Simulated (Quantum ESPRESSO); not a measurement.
# Voltage at the next charge: germanene, 2 layers, AB stacking against an electrode

**Set-up.** Quantum ESPRESSO 7.5, LDA, GBRV ultrasoft; ESM with bc3, a metal electrode 5.20 Å above the top atoms; cell area 13.916 Å²; ions fixed. V is the potential energy of an electron at the electrode over the slab's Fermi level, divided by e, so that it equals the work function at zero charge; positive charge removes electrons.

```
charge (e a cell)  V (V)
                0  4.794
           0.0214  5.923
           0.0428  7.058
```

One more run was made and is withheld. What is V at a charge of 0.0857 e, and what capacitance do the rows imply?

**Worked estimate.** The last two rows give dV/dq = (7.058 − 5.923)/(0.0428 − 0.0214) = 53.0 V/e, so C = 1602/(13.916 × 53.0) = 2.17 µF/cm², an effective gap of 8.854/2.17 = 4.08 Å. At constant C, V = 7.058 + 53.0 × 0.0429 = 9.33 V.

**The withheld run.** V = 9.338 V; the estimate misses by 0.00 V, 0.2 % of the step. Over the three intervals C goes 2.18, 2.17 and 2.17 µF/cm².

Caveats: Vacuum fills the gap; a dielectric or electrolyte would change C. The slab is thin.

[Logs are printed without paths, hosts, clocks, repeated set-up lines and the standing remarks that a program may print on its own settings, such as how far it seeks lower states.]
